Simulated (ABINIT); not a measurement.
# Calculated records

```cif
data_inp
_symmetry_space_group_name_H-M 'F-43m'
_symmetry_Int_Tables_number 216
_cell_length_a 5.8610
_cell_length_b 5.8610
_cell_length_c 5.8610
_cell_angle_alpha 90.000
_cell_angle_beta 90.000
_cell_angle_gamma 90.000
_cell_volume 201.33
loop_
_atom_site_label
_atom_site_type_symbol
_atom_site_symmetry_multiplicity
_atom_site_Wyckoff_symbol
_atom_site_fract_x
_atom_site_fract_y
_atom_site_fract_z
_atom_site_occupancy
In1 In 4 a 0.00000 0.00000 0.00000 1
P1 P 4 d 0.25000 0.25000 0.75000 1
_calc_subject 'InP (F-43m): a self-consistent loop beyond G0W0, cycle by cycle'
_calc_method 'RPA screening on PBE from quasiparticle energies and orbitals, plane waves, norm-conserving pseudopotentials (and 4 further levels or steps)'
_calc_program 'ABINIT 10.8.3'
_calc_settings 'cutoff 33 Ha, PseudoDojo scalar-relativistic 0.4 stringent, norm-conserving, ngkpt (4, 4, 4), nband 33, ecuteps 3.2 Ha, gwcalctyp 28, inclvkb 2, shiftk (0, 0, 0), symchi 1, awtr 1, frequency ppm, cycle 5, q points all but q = 0, 4×4×4 k-mesh'
_calc_cost '16 runs, 6.4 min in all on 4 MPI ranks of Arm Neoverse V1, shared host'
_calc_notes 'The database entry behind the starting cell differs from other determinations of this structure. The cell and positions come from the Crystallography Open Database and are kept as given unless a step says otherwise. Limits: no spin-orbit coupling. The 4×4×4 mesh is coarse for this cell, which bears on the long-range parts of exchange and screening. The RPA ε∞ on this mesh reaches over 25; with a narrow direct gap a coarse mesh can overstate it, and the correction is then too small.'
_calc_g0w0 '1.417 eV'
_calc_qsgw_cycle_1 '1.533 eV'
_calc_qsgw_cycle_2 '1.605 eV'
_calc_qsgw_cycle_3 '1.628 eV'
_calc_qsgw_cycle_4 '1.628 eV'
_calc_qsgw_cycle_5 '1.624 eV'
_calc_known_limits 'short of the basis limit; mesh may overstate the screening; no spin-orbit coupling; coarse k mesh'
```

[Long decimals in the printed logs are rounded to 6 places.]

[Logs are printed without paths, hosts, clocks, repeated set-up lines and the standing remarks that a program may print on its own settings, such as how far it seeks lower states.]

[Paths, hosts, dates, memory and timing lines, banners, echoed tables and standing remarks are left out of the program output; an Ansatz launch command may be rebuilt from the run's recorded settings. Measured values are a selection of at most five: reports struck by readers or far from the other reports are left out. None is set beside runs whose start may be inverted or whose files or cutoffs have a known fault.]

[Runs of the session that timed out or met a known fault of the program may be left out.]

[Hosts, paths, dates, database ids (printed as entryN), source tags and the programs' standing remarks are cut or masked in the printed files.]

[G0W0 gaps are taken among the corrected bands and points alone; a level outside them can change the order at an edge.]

[Where Ansatz stands beside ABINIT at settings called matched, ABINIT's density can come from a denser mesh and the files from another edition; pairs whose starting gaps differed by over 0.03 eV were left out, so agreement reads better than it is.]
